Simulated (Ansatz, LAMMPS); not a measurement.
# Elastic response of a frame of amorphous polycarbonate of ethylene (as short chains C11O9H18) from 300 K (152 atoms): runs compared

How stiff is a frame of amorphous polycarbonate of ethylene (as short chains C11O9H18) from 300 K (152 atoms), and how do its levels respond to strain?

Computed with Ansatz 0.2.0: Kohn-Sham DFT, LDA, PAW (set soft_2), plane waves.

## 1. The cell as built

The cell holds 152 atoms: 44 C, 36 O and 72 H. Cell: a = 11.509 Å, b = 11.509 Å, c = 11.509 Å, α = 90.0°, β = 90.0°, γ = 90.0°. 4 polycarbonate of ethylene chains of 3 units with methyl end groups placed at random, at 1.28 g/cm³; overlaps pushed apart, then 20 ps at 800 K with MMFF94 bonds, angles, torsions, charges and radii (Halgren, J. Comput. Chem. 17, 490 (1996)) in harmonic and 12-6 forms. Snapshot after 30 ps at 300 K and fixed volume.

Limits known from the start: The network of contacts between molecules at the start is that of the classical potential that made the cell, and needn't be the one that DFT or experiment would give. The Brillouin zone is sampled at Γ only.

## 2. The reference run

The reference is a single point at the end of the relaxation.

Every strained cell starts from the geometry of this run, and its atoms are relaxed with the cell held.

Its input, with most atom lines left out:

```yaml
crystal:
  lattice:
    - [10.95549, 0.11015, -0.17602]
    - [0.11015, 10.75169, 0.11979]
    - [-0.17602, 0.11979, 11.28177]
  atoms:
    - { symbol: C, position: [0.08624, 0.53586, 0.86845] }
    - { symbol: O, position: [0.09077, 0.46303, 0.76487] }
    - { symbol: C, position: [0.01524, 0.36864, 0.76096] }
    - { symbol: O, position: [0.94679, 0.33693, 0.83762] }
    - { symbol: O, position: [0.02753, 0.31454, 0.65758] }
    - { symbol: C, position: [0.94003, 0.22327, 0.62848] }
    - { symbol: C, position: [0.96487, 0.18097, 0.50732] }
    [... atom lines 8 to 152 left out ...]
kpoints:
  mp_grid: { grid: [1, 1, 1] }
hamiltonian:
  xc: lda
scf:
  occupations: { method: fixed }
output:
  forces: true
  stress: true
  populations: intrinsic
  dos:
    method: { smearing: { sigma: 0.15 } }
    de: 0.1
    projected: { site_lists: { C: [C], H: [H], O: [O] } }
  eigenvalues: true
  write_density: true
  write_potential: true
  volumetric_format: npy
  elf: true
```

```
free energy per atom   : -209.1438 eV/atom
r.m.s. force component : 0.00549 eV/Å
pressure               : -0.01751 GPa
```

Filled and empty levels are parted by 5.76 eV (at Γ alone); a local or semilocal functional tends to put such gaps too low. In a disordered cell it changes from sample to sample, and tail or defect levels can set it.

## 3. The runs

Each row is one run, on 4 threads of Intel Xeon Platinum 8375C at 2.90GHz (Ice Lake), shared host. The free energy is the program's total, comparable only between runs with the same functional, potentials and atoms.

| run | atoms | outcome | ionic steps, all passes | free energy (eV) | time | host memory (GiB) |
| --- | --- | --- | --- | --- | --- | --- |
| Single point at the start | 152 | converged | - | -31781.275 | 8.8 s | 1.7 |
| Cell and atoms relaxed | 152 | converged | 59 | -31789.859 | 6.5 min | 1.7 |
| Single point at the relaxed geometry | 152 | converged | - | -31789.859 | 14 s | 1.7 |
| Volume -3 % | 152 | converged | 6 | -31789.834 | 62 s | 1.6 |
| Volume +3 % | 152 | converged | 6 | -31789.836 | 60 s | 1.7 |
| Volume -6 % | 152 | converged | 6 | -31789.706 | 58 s | 1.6 |
| Volume +6 % | 152 | converged | 6 | -31789.762 | 64 s | 1.7 |
| Volume -10 % | 152 | converged | 15 | -31789.356 | 2 min | 1.6 |
| Stretched by 1 % along x | 152 | converged | 5 | -31789.855 | 47 s | 1.7 |
| Compressed by 1 % along x | 152 | converged | 6 | -31789.850 | 55 s | 1.7 |
| Sheared by 2 % in xy | 152 | converged | 5 | -31789.849 | 44 s | 1.7 |

In some runs the program notes that the SCF threshold is loose for the stress.

## 4. Pressure against volume

Atoms are relaxed at each volume, in the scaled cell.

| volume change (%) | volume (Å³/atom) | energy change (meV/atom) | pressure (GPa) | largest move on relaxing (Å) | bonds | gap (eV) |
| --- | --- | --- | --- | --- | --- | --- |
| -10 | 7.865 | 3.31 | 1.57 | 0.69 | 148 | 5.69 |
| -6 | 8.214 | 1.00 | 0.76 | 0.22 | 148 | 5.69 |
| -3 | 8.476 | 0.16 | 0.29 | 0.11 | 148 | 5.73 |
| +0 | 8.738 | 0.00 | -0.02 | - | 148 | 5.76 |
| +3 | 9.001 | 0.15 | -0.25 | 0.12 | 148 | 5.76 |
| +6 | 9.263 | 0.64 | -0.44 | 0.23 | 148 | 5.74 |

## 5. Uniaxial strain and shear

Stress (GPa, compression positive) less that of the relaxed cell, atoms relaxed:

| strain | xx | yy | zz | xy | energy change (meV/atom) |
| --- | --- | --- | --- | --- | --- |
| stretched by 1 % along x | -0.133 | -0.052 | -0.047 | 0.000 | 0.03 |
| compressed by 1 % along x | 0.234 | 0.087 | 0.069 | -0.003 | 0.06 |
| sheared by 2 % in xy | 0.021 | 0.040 | 0.014 | -0.082 | 0.06 |

## 6. What came out

The bulk modulus, from the slope of pressure against ln V over the three points nearest the relaxed volume, is 9.11 GPa; a quadratic over all points gives a pressure derivative of about 10. At -10 % some atom moved by over 0.5 Å on relaxing, so that point may sit in another local minimum. The curvature of the energy over the same three points gives 6.40 GPa instead, so stress and energy disagree and the modulus is uncertain by that much. The gap goes from 5.69 eV at the smallest volume to 5.74 eV at the largest, not monotonically (lowest 5.69, highest 5.76 eV), on the run's k-points. Stretch and compression disagree (xx stress changes of -0.13 and 0.23 GPa), so C11 is only a mean of unlike responses. In the Cartesian axes of the cell, finite differences give C11 = 18.3, C12 = 6.94, C13 = 5.81 and C66 = 4.10 GPa (the shear of 2 % is the engineering strain, εxy = 0.01).

**Limits.** Strains are finite and relaxations stop at the force tolerance of the input, which can leave moduli too stiff; they are those of a static cell at zero temperature. Volumes are changed with the cell's shape held, so in an anisotropic solid the modulus lies over the one under free hydrostatic load. The program notes that the SCF threshold of the relaxations is loose for the stress. The reference functional has no dispersion term, which matters for the binding between molecules or layers, where LDA binds through overlap of densities alone.

The DFT runs together took 15 min of wall time.

[Logs are printed without paths, hosts, clocks, repeated set-up lines and the standing remarks that a program may print on its own settings, such as how far it seeks lower states.]

[Hosts, paths, dates, database ids (printed as entryN), source tags and the programs' standing remarks are cut or masked in the printed files.]

[The MMFF94 radii named for the starting cell were scaled by 0.96; in molecules described by MMFF94, hydrogen bound to N, O or S took a small fixed 12-6 site in their place.]
